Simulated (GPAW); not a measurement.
# benzene-1,4-diselenol between two Cu chains: relaxation, then transmission at several levels

How well does benzene-1,4-diselenol between two Cu chains conduct once its atoms have relaxed, and how much do cheaper levels lose?

Calculated with GPAW 26.7.0; GPAW LCAO, PAW setups; relaxation of the junction within the symmetry of its start, lead ends held, in the first sound run; inputs show where later runs differ.

## Step 1: Set-up

The cell holds 24 atoms: 12 Cu, 2 Se, 6 C and 4 H. Cell: a = 10.803 Å, b = 11.266 Å, c = 33.170 Å, α = 90.0°, β = 90.0°, γ = 90.0°. Regions: left lead, 6 atoms (6 Cu); channel, 12 atoms (2 Se, 6 C and 4 H); right lead, 6 atoms (6 Cu). Vacuum lies along a and b. The structure is stacked along c, and the current runs across the ab planes.

## Step 2: Relaxing the atoms

Transmission follows bond lengths closely, so the atoms between the held lead ends are relaxed first, within whatever symmetry the start has.

File run.py:

```python
import json
from ase import Atoms
from ase.constraints import FixAtoms
from ase.optimize import BFGS
from gpaw import GPAW, FermiDirac

device = Atoms(
    ['Cu', 'Cu', 'Cu', 'Cu', 'Cu', 'Cu', 'Se', 'C', 'H', 'H', 'C', 'C', 'C', 'C', 'H', 'H', 'C', 'Se', 'Cu', 'Cu', 'Cu', 'Cu', 'Cu', 'Cu'],
    positions=[
        [5.40150, 5.63313, 1.15000],
        [5.40150, 5.63313, 3.45000],
        [5.40150, 5.63313, 5.75000],
        [5.40150, 5.63313, 8.05000],
        [5.40150, 5.63313, 10.35000],
        [5.40150, 5.63313, 12.65000],
        [5.40150, 3.25144, 13.26572],
        [5.40150, 3.25000, 15.18474],
        [3.25000, 3.25068, 15.34850],
        [7.55301, 3.25068, 15.34850],
        [4.18982, 3.25009, 15.88555],
        [6.61319, 3.25008, 15.88555],
        [4.18982, 3.25009, 17.28423],
        [6.61319, 3.25009, 17.28423],
        [3.25000, 3.25068, 17.82127],
        [7.55301, 3.25068, 17.82127],
        [5.40150, 3.25000, 17.98503],
        [5.40150, 3.25144, 19.90405],
        [5.40150, 5.63313, 20.51977],
        [5.40150, 5.63313, 22.81977],
        [5.40150, 5.63313, 25.11977],
        [5.40150, 5.63313, 27.41977],
        [5.40150, 5.63313, 29.71977],
        [5.40150, 5.63313, 32.01977]],
    cell=[[10.80301, 0.0, 0.0], [0.0, 11.26627, 0.0], [0.0, 0.0, 33.16977]],
    pbc=True)

device.set_constraint(FixAtoms([0, 1, 2, 3, 4, 19, 20, 21, 22, 23]))
device.calc = GPAW(mode='lcao', basis='dzp', xc='PBE', h=0.18,
                   kpts={'size': (1, 1, 3), 'gamma': True},
                   symmetry={'tolerance': 1e-3, 'extra_ids': [1, 1, 1, 1, 1, 0, 0, 0, 0, 0, 0, 0, 0, 0, 0, 0, 0, 0, 0, 1, 1, 1, 1, 1]},
                   occupations=FermiDirac(0.1), maxiter=250,
                   mixer=dict(beta=0.1, nmaxold=8, weight=100.0),
                   convergence=dict(density=0.0001), txt='relax.txt')
path = []
opt = BFGS(device, maxstep=0.15)
opt.attach(lambda: path.append((device.get_potential_energy(), device.positions.tolist(), device.get_forces().tolist())))
relaxed = bool(opt.run(fmax=0.05, steps=50))
json.dump(dict(relaxed=relaxed, path=path, positions=device.positions.tolist(), moments=device.get_magnetic_moments().tolist(),
               forces=device.get_forces(apply_constraint=False).tolist()), open('result.json', 'w'))
```

Command:

```
OMP_NUM_THREADS=1 OPENBLAS_NUM_THREADS=1 python run.py
```

The log of the run:

```text
Step          Energy          fmax
BFGS:    0      -86.396843        1.148961
BFGS:    1      -86.503533        1.023372
BFGS:    2      -86.638496        0.698331
BFGS:    3      -86.705588        0.550573
BFGS:    4      -86.715575        0.280414
BFGS:    5      -86.721751        0.146453
BFGS:    6      -86.724703        0.160324
BFGS:    7      -86.730081        0.195932
BFGS:    8      -86.736128        0.206310
BFGS:    9      -86.739966        0.134423
BFGS:   10      -86.745743        0.179418
BFGS:   11      -86.749628        0.219047
BFGS:   12      -86.753428        0.175496
BFGS:   13      -86.756918        0.088729
BFGS:   14      -86.758357        0.087551
BFGS:   15      -86.759633        0.183754
BFGS:   16      -86.761813        0.205243
BFGS:   17      -86.761200        0.370475
BFGS:   18      -86.771939        0.081914
BFGS:   19      -86.772471        0.072839
BFGS:   20      -86.768930        0.226383
BFGS:   21      -86.773340        0.059429
BFGS:   22      -86.773731        0.075891
BFGS:   23      -86.774508        0.032273
```

Wall time 12 min (1 thread of Arm Neoverse V2, shared host); peak memory 1.8 GiB.

Relaxation path (22 of 24):

```tsv
step	energy less that of the first step (eV)	largest force (eV/Å)
1	0.0000	1.1490
2	-0.1085	1.0234
3	-0.2456	0.6983
4	-0.3147	0.5506
5	-0.3247	0.2804
6	-0.3310	0.1465
8	-0.3396	0.1959
9	-0.3459	0.2063
10	-0.3498	0.1344
11	-0.3557	0.1794
12	-0.3598	0.2190
13	-0.3635	0.1755
14	-0.3669	0.0887
15	-0.3682	0.0876
16	-0.3694	0.1838
17	-0.3714	0.2052
19	-0.3799	0.0819
20	-0.3804	0.0728
21	-0.3770	0.2264
22	-0.3813	0.0594
23	-0.3816	0.0759
24	-0.3825	0.0323
```

The atoms that moved most (Å):

```tsv
atom	dx	dy	dz	length
Cu19	0.000	-0.279	-0.003	0.279
Cu6	0.000	-0.279	0.003	0.279
C14	0.010	0.097	0.002	0.098
C13	-0.010	0.097	0.002	0.098
C11	-0.010	0.097	-0.002	0.098
C12	0.010	0.097	-0.002	0.098
C8	0.000	0.094	-0.025	0.097
C17	0.000	0.094	0.025	0.097
```

The relaxation lowered the energy of the cell by 0.383 eV (energies extrapolated to zero smearing; the optimiser's log prints free energies). The largest force left on a free atom is 0.032 eV/Å.

## Step 3: GPAW, dzp

Localised orbitals split the wire into layers that couple to their neighbours alone, which is what the Green's function method needs; double zeta with polarisation is the usual level for numbers.

This step: GPAW LCAO, PAW setups; Landauer transmission from Green's functions with principal layers (ASE), zero bias (GPAW 26.7.0).

File run.py:

```python
import json
import numpy as np
from ase import Atoms
from ase.transport.calculators import TransportCalculator
from gpaw import GPAW, FermiDirac
from gpaw.lcao.tools import get_lcao_hamiltonian
from scipy.linalg import eigh

# The junction with lead layers at both ends, along the third cell vector
device = Atoms(
    ['Cu', 'Cu', 'Cu', 'Cu', 'Cu', 'Cu', 'Se', 'C', 'H', 'H', 'C', 'C', 'C', 'C', 'H', 'H', 'C', 'Se', 'Cu', 'Cu', 'Cu', 'Cu', 'Cu', 'Cu'],
    positions=[
        [5.40150, 5.63313, 1.15000],
        [5.40150, 5.63313, 3.45000],
        [5.40150, 5.63313, 5.75000],
        [5.40150, 5.63313, 8.05000],
        [5.40150, 5.63313, 10.35000],
        [5.40150, 5.35422, 12.65258],
        [5.40150, 3.16678, 13.23812],
        [5.40150, 3.34402, 15.15992],
        [3.22288, 3.32572, 15.32591],
        [7.58013, 3.32572, 15.32591],
        [4.17971, 3.34720, 15.88327],
        [6.62330, 3.34719, 15.88327],
        [4.17971, 3.34720, 17.28651],
        [6.62330, 3.34720, 17.28651],
        [3.22288, 3.32572, 17.84386],
        [7.58013, 3.32572, 17.84386],
        [5.40150, 3.34402, 18.00985],
        [5.40150, 3.16678, 19.93165],
        [5.40150, 5.35422, 20.51719],
        [5.40150, 5.63313, 22.81977],
        [5.40150, 5.63313, 25.11977],
        [5.40150, 5.63313, 27.41977],
        [5.40150, 5.63313, 29.71977],
        [5.40150, 5.63313, 32.01977]],
    cell=[[10.80301, 0.0, 0.0], [0.0, 11.26627, 0.0], [0.0, 0.0, 33.16977]],
    pbc=True)

# One principal layer of the lead: the first 3 atoms of the device
lead = Atoms(
    ['Cu', 'Cu', 'Cu'],
    positions=[
        [5.40150, 5.63313, 1.15000],
        [5.40150, 5.63313, 3.45000],
        [5.40150, 5.63313, 5.75000]],
    cell=[[10.80301, 0.0, 0.0], [0.0, 11.26627, 0.0], [0.0, 0.0, 6.9]],
    pbc=True)

settings = dict(mode='lcao', basis='dzp', xc='PBE', h=0.2,
                occupations=FermiDirac(0.1), maxiter=250,
                mixer=dict(beta=0.1, nmaxold=8, weight=100.0),
                convergence=dict(density=0.0001))
energies = np.arange(-2, 2 + 1e-9, 0.025)
eta = 0.0001
n1, n2 = 1, 1
# k and -k transmit alike, so half of the mesh across the current serves
mesh = [(i, j) for i in range(n1) for j in range(n2) if (i, j) <= (-i % n1, -j % n2)]
weights = np.array([1 if (i, j) == (-i % n1, -j % n2) else 2 for i, j in mesh]) / (n1 * n2)

# [... helper functions left out ...]
fermi_lead = ground_state(lead, (1, 1, 16), 'lead.txt')
fermi_device = ground_state(device, (1, 1, 3), 'device.txt')
# [... loop over the mesh left out, but for ...]
        # Shift the lead onto the potential of the device's first layer
        shift = ((H[:, 0, 0] - H0[:, 0, 0]) / S0[0, 0]).real.mean()
# [...]
kT = 8.617333e-5 * 300
bias = [0.1, 0.2, 0.5, 1.0, 1.5, 2.0]
# [... integrals and printing left out ...]
```

The log of the run:

```text
basis functions: device 304, principal layer 45
Fermi level: lead -3.9459 eV, device -3.7282 eV; lead shifted by 0.0050 eV
largest coupling past the next layer 4.59e-05 eV, largest misfit of the first layer 0.015 eV
  E-E_F (eV)   T (one spin)  [channel counts left out]
    -2.000    3.7381e-02
    -1.975    1.4923e-02
    -1.950    4.2338e-03
    -1.925    1.2016e-04
    -1.900    2.2687e-03
    -1.875    1.4011e-02
    -1.850    7.9212e-02
    -1.825    1.2932e-01
    -1.800    3.4379e-01
    -1.775    8.0003e-01
    -1.750    9.4745e-01
    -1.725    5.6505e-01
    -1.700    3.6297e-01
    -1.675    2.3983e-01
    -1.650    1.6322e-01
    -1.625    1.1224e-01
[...]
1.825    1.3825e-02
     1.850    1.2905e-02
     1.875    1.2046e-02
     1.900    1.1246e-02
     1.925    1.0500e-02
     1.950    9.8064e-03
     1.975    9.1616e-03
     2.000    8.5627e-03
conductance at 300 K: 0.32937 G0 a cell; thermopower 1.075 uV/K
current from the zero-bias T(E) at 0.1 V: 2.5494 uA
current from the zero-bias T(E) at 0.2 V: 5.0805 uA
current from the zero-bias T(E) at 0.5 V: 12.878 uA
current from the zero-bias T(E) at 1.0 V: 35.535 uA
current from the zero-bias T(E) at 1.5 V: 45.253 uA
current from the zero-bias T(E) at 2.0 V: 53.019 uA
```

Wall time 69 s (1 thread); peak memory 1.5 GiB.

Numbers from this step:

```
conductance                                    : 0.3294 G₀
largest coupling past the next principal layer : 4.59e-5 eV
largest misfit of the first principal layer    : 0.01475 eV
shift that aligns the lead                     : 0.004967 eV
basis functions of the junction                : 304
basis functions of a principal layer           : 45
transmission at the Fermi level (one spin)     : 0.3302
```

One spin. The transmission, zone mean by energy, zero at the Fermi level:

energy (eV), transmission, zone mean and a bar:
```
   -2.000       0.04 #
   -1.800       0.34 ########
   -1.750       0.95 #######################
   -1.600       0.08 ##
   -1.400       0.41 ##########
   -1.350       0.99 ########################
   -1.200       0.38 #########
   -1.000       0.29 #######
   -0.800       0.26 ######
   -0.600       0.26 ######
   -0.400       1.18 #############################
   -0.350       1.24 ##############################
   -0.200       0.31 #######
    0.000       0.33 ########
    0.200       0.31 #######
    0.400       0.26 ######
    0.600       0.20 #####
    0.800       0.15 ###
    1.000       0.10 ##
    1.200       0.07 #
    1.400       0.04 #
    1.600       0.03 
    1.800       0.01 
    2.000       0.01
```

Not self-consistent under bias; the bias window is split evenly. The current through one cell, from the zero-bias transmission by bias:

```tsv
bias (V)	current through one cell, from the zero-bias transmission (μA)
0.100	2.55
0.200	5.08
0.500	12.9
1.000	35.5
1.500	45.3
2.000	53.0
```

Transmission of the three most open eigenchannels against energy, zero at the Fermi level:

```tsv
energy (eV)	channel 1	channel 2	channel 3
-2.000	0.0374	0	0
-1.900	0.00227	0	0
-1.800	0.344	7.7e-12	0
-1.700	0.361	0.00148	2.5e-4
-1.600	0.0750	8.8e-4	2.4e-5
-1.500	0.00217	3.4e-4	1.3e-5
-1.400	0.413	5.5e-4	1.7e-5
-1.300	0.689	2.1e-4	2.9e-5
-1.200	0.380	1.5e-4	5.3e-5
-1.100	0.312	1.0e-4	9.1e-5
-1.000	0.286	2.1e-4	5.5e-5
-0.900	0.274	4.8e-4	3.4e-5
-0.800	0.262	0.00128	2.1e-5
-0.700	0.249	0.00408	1.3e-5
-0.600	0.238	0.0191	9.2e-6
-0.500	0.232	0.231	4.9e-6
-0.400	0.944	0.240	3.4e-6
-0.300	0.540	0.261	2.4e-6
-0.200	0.273	0.0362	1.1e-6
-0.100	0.333	1.2e-11	0
0.000	0.330	0	0
0.100	0.322	0	0
0.200	0.306	0	0
0.300	0.285	0	0
0.400	0.258	0	0
0.500	0.230	0	0
0.600	0.200	0	0
0.700	0.172	0	0
0.800	0.146	0	0
0.900	0.122	0	0
1.000	0.101	0	0
1.100	0.0825	0	0
1.200	0.0668	0	0
1.300	0.0534	0	0
1.400	0.0422	0	0
1.500	0.0329	0	0
1.600	0.0254	0	0
1.700	0.0195	0	0
1.800	0.0148	0	0
1.900	0.0112	0	0
2.000	0.00856	0	0
```

Couplings past the next layer reach 4.6e-5 eV, small enough to drop; the matrix elements of the cell's first layer differ from the bulk lead's by up to 0.015 eV. That layer keeps its own values in the calculation, and only beyond it is the lead taken as perfect. The Fermi levels of lead and junction count from different zeros of potential, one for each periodic cell; with both set to zero, the small remaining shift is what aligns them. By hand: G = 0.3294 × 77.48 μS = 25.5 μS, a resistance of 39.2 kΩ; at 0.1 V a linear junction would pass 2.55 μA, and the integral over the bias window gives 2.55 μA.

## Step 4: GPAW, szp: basis = "szp(dzp)"

The second zeta is dropped, the polarisation orbitals stay.

Changes to run.py since step 3:

```diff
@@ -49,3 +49,3 @@
 
-settings = dict(mode='lcao', basis='dzp', xc='PBE', h=0.2,
+settings = dict(mode='lcao', basis='szp(dzp)', xc='PBE', h=0.2,
                 occupations=FermiDirac(0.1), maxiter=250,
```

The log of the run:

```text
basis functions: device 196, principal layer 27
Fermi level: lead -3.9906 eV, device -3.8509 eV; lead shifted by 0.0025 eV
largest coupling past the next layer 4.61e-05 eV, largest misfit of the first layer 0.020 eV
  E-E_F (eV)   T (one spin)  [channel counts left out]
    -2.000    3.6179e-05
    -1.975    1.5107e-03
    -1.950    1.1968e-02
    -1.925    2.2382e-01
    -1.900    6.6997e-01
    -1.875    6.8793e-01
    -1.850    2.6928e-01
    -1.825    1.4780e-01
    -1.800    9.8339e-02
    -1.775    7.1969e-02
    -1.750    5.4927e-02
    -1.725    4.2812e-02
    -1.700    3.5149e-02
    -1.675    2.7861e-02
    -1.650    2.1052e-02
    -1.625    1.4650e-02
[...]
1.825    5.6690e-02
     1.850    5.5910e-02
     1.875    5.5218e-02
     1.900    5.4617e-02
     1.925    5.4113e-02
     1.950    5.3710e-02
     1.975    5.3416e-02
     2.000    5.3237e-02
conductance at 300 K: 0.28031 G0 a cell; thermopower 2.24 uV/K
current from the zero-bias T(E) at 0.1 V: 2.1704 uA
current from the zero-bias T(E) at 0.2 V: 4.3301 uA
current from the zero-bias T(E) at 0.5 V: 11.902 uA
current from the zero-bias T(E) at 1.0 V: 32.803 uA
current from the zero-bias T(E) at 1.5 V: 39.993 uA
current from the zero-bias T(E) at 2.0 V: 46.01 uA
```

It took 58 s on 1 thread; peak memory 1.5 GiB.

This step gave:

* conductance: 0.2803 G₀
* largest coupling past the next principal layer: 4.61e-5 eV
* largest misfit of the first principal layer: 0.01985 eV
* shift that aligns the lead: 0.002477 eV
* basis functions of the junction: 196
* basis functions of a principal layer: 27
* transmission at the Fermi level (one spin): 0.2807

One spin. Table of transmission, zone mean by energy, zero at the Fermi level:

energy (eV), transmission, zone mean and a bar:
```
   -2.000       0.00 
   -1.900       0.67 #################
   -1.875       0.69 ##################
   -1.800       0.10 ###
   -1.700       0.04 #
   -1.600       0.01 
   -1.500       0.10 ###
   -1.425       0.91 #######################
   -1.400       0.58 ###############
   -1.300       0.17 ####
   -1.200       0.16 ####
   -1.100       0.16 ####
   -1.000       0.17 ####
   -0.900       0.18 #####
   -0.800       0.17 ####
   -0.700       0.16 ####
   -0.600       0.17 ####
   -0.500       0.26 #######
   -0.400       1.16 ##############################
   -0.325       1.18 ##############################
   -0.300       1.13 #############################
   -0.200       0.33 ########
   -0.100       0.29 #######
    0.000       0.28 #######
    0.100       0.27 #######
    0.200       0.26 #######
    0.300       0.24 ######
    0.400       0.22 ######
    0.500       0.20 #####
    0.600       0.18 #####
    0.700       0.16 ####
    0.800       0.15 ####
    0.900       0.13 ###
    1.000       0.12 ###
    1.100       0.11 ###
    1.200       0.10 ###
    1.300       0.09 ##
    1.400       0.08 ##
    1.500       0.07 ##
    1.600       0.07 ##
    1.700       0.06 ##
    1.800       0.06 #
    1.900       0.05 #
    2.000       0.05 #
```

Not self-consistent under bias; the bias window is split evenly. The current through one cell, from the zero-bias transmission by bias:

```tsv
bias (V)	current through one cell, from the zero-bias transmission (μA)
0.100	2.17
0.200	4.33
0.500	11.9
1.000	32.8
1.500	40.0
2.000	46.0
```

Transmission of the three most open eigenchannels against energy, zero at the Fermi level:

```tsv
energy (eV)	channel 1	channel 2	channel 3
-2.000	3.6e-5	0	0
-1.900	0.670	0	0
-1.800	0.0983	3.1e-9	0
-1.700	0.0351	7.5e-5	2.3e-6
-1.600	0.00868	4.4e-5	1.4e-6
-1.500	0.101	2.6e-4	3.0e-6
-1.400	0.580	4.7e-5	7.0e-6
-1.300	0.175	2.3e-5	1.5e-5
-1.200	0.157	2.7e-5	1.7e-5
-1.100	0.158	5.2e-5	1.0e-5
-1.000	0.170	1.1e-4	6.7e-6
-0.900	0.177	2.7e-4	4.4e-6
-0.800	0.171	7.6e-4	2.9e-6
-0.700	0.160	0.00254	2.2e-6
-0.600	0.155	0.0113	1.4e-6
-0.500	0.159	0.101	1.4e-6
-0.400	0.992	0.172	2.9e-7
-0.300	0.936	0.197	1.7e-7
-0.200	0.215	0.119	6.7e-8
-0.100	0.291	1.5e-9	0
0.000	0.281	0	0
0.100	0.270	0	0
0.200	0.256	0	0
0.300	0.238	0	0
0.400	0.219	0	0
0.500	0.200	0	0
0.600	0.181	0	0
0.700	0.164	0	0
0.800	0.148	0	0
0.900	0.134	0	0
1.000	0.121	0	0
1.100	0.109	0	0
1.200	0.0989	0	0
1.300	0.0895	0	0
1.400	0.0811	0	0
1.500	0.0737	0	0
1.600	0.0672	0	0
1.700	0.0618	0	0
1.800	0.0576	0	0
1.900	0.0546	0	0
2.000	0.0532	0	0
```

The conductance, 0.280 G₀, lies 15 % below that of the dzp run.

## Step 5: GPAW, sz: basis = "sz(dzp)"

One function for each valence shell of the setup, as for a first survey of a large system.

Changes to run.py since step 4:

```diff
@@ -49,3 +49,3 @@
 
-settings = dict(mode='lcao', basis='szp(dzp)', xc='PBE', h=0.2,
+settings = dict(mode='lcao', basis='sz(dzp)', xc='PBE', h=0.2,
                 occupations=FermiDirac(0.1), maxiter=250,
```

The log of the run:

```text
basis functions: device 108, principal layer 18
Fermi level: lead -3.7942 eV, device -3.7161 eV; lead shifted by -0.0019 eV
largest coupling past the next layer 4.64e-05 eV, largest misfit of the first layer 0.017 eV
  E-E_F (eV)   T (one spin)  [channel counts left out]
    -2.000    6.1524e-01
    -1.975    2.0448e-01
    -1.950    1.0991e-01
[...]
1.975    1.7610e-01
     2.000    1.8048e-01
conductance at 300 K: 0.23487 G0 a cell; thermopower 2.594 uV/K
current from the zero-bias T(E) at 0.1 V: 1.8196 uA
current from the zero-bias T(E) at 0.2 V: 3.6316 uA
current from the zero-bias T(E) at 0.5 V: 9.5712 uA
current from the zero-bias T(E) at 1.0 V: 26.836 uA
current from the zero-bias T(E) at 1.5 V: 33.237 uA
current from the zero-bias T(E) at 2.0 V: 39.059 uA
```

Wall time 46 s (1 thread); peak memory 1.4 GiB.

This step gave:

- conductance: 0.2349 G₀
- largest coupling past the next principal layer: 4.64e-5 eV
- largest misfit of the first principal layer: 0.01659 eV
- shift that aligns the lead: -0.001860 eV
- basis functions of the junction: 108
- basis functions of a principal layer: 18
- transmission at the Fermi level (one spin): 0.2347

One spin. Transmission, zone mean against energy, zero at the Fermi level:

energy (eV), transmission, zone mean and a bar:
```
   -2.000       0.62 ################
   -1.900       0.06 #
   -1.800       0.02 #
   -1.700       0.00 
   -1.600       0.84 ######################
   -1.500       0.15 ####
   -1.400       0.09 ##
   -1.300       0.11 ###
   -1.200       0.12 ###
   -1.100       0.13 ###
   -1.000       0.14 ####
   -0.900       0.14 ####
   -0.800       0.13 ###
   -0.700       0.13 ###
   -0.600       0.13 ###
   -0.500       0.17 #####
   -0.400       1.11 #############################
   -0.300       1.14 ##############################
   -0.200       0.22 ######
   -0.100       0.25 #######
    0.000       0.23 ######
    0.100       0.23 ######
    0.200       0.22 ######
    0.300       0.21 ######
    0.400       0.20 #####
    0.500       0.19 #####
    0.600       0.19 #####
    0.700       0.18 #####
    0.800       0.17 ####
    0.900       0.17 ####
    1.000       0.16 ####
    1.100       0.15 ####
    1.200       0.15 ####
    1.300       0.15 ####
    1.400       0.15 ####
    1.500       0.15 ####
    1.600       0.15 ####
    1.700       0.15 ####
    1.800       0.16 ####
    1.900       0.17 ####
    2.000       0.18 #####
```

The conductance, 0.235 G₀, lies 29 % below that of the dzp run.

(Part 1 of 2 ends here.)

[Logs are printed without paths, hosts, clocks, repeated set-up lines and the standing remarks that a program may print on its own settings, such as how far it seeks lower states.]

[Hosts, paths, dates, database ids (printed as entryN), source tags and the programs' standing remarks are cut or masked in the printed files.]
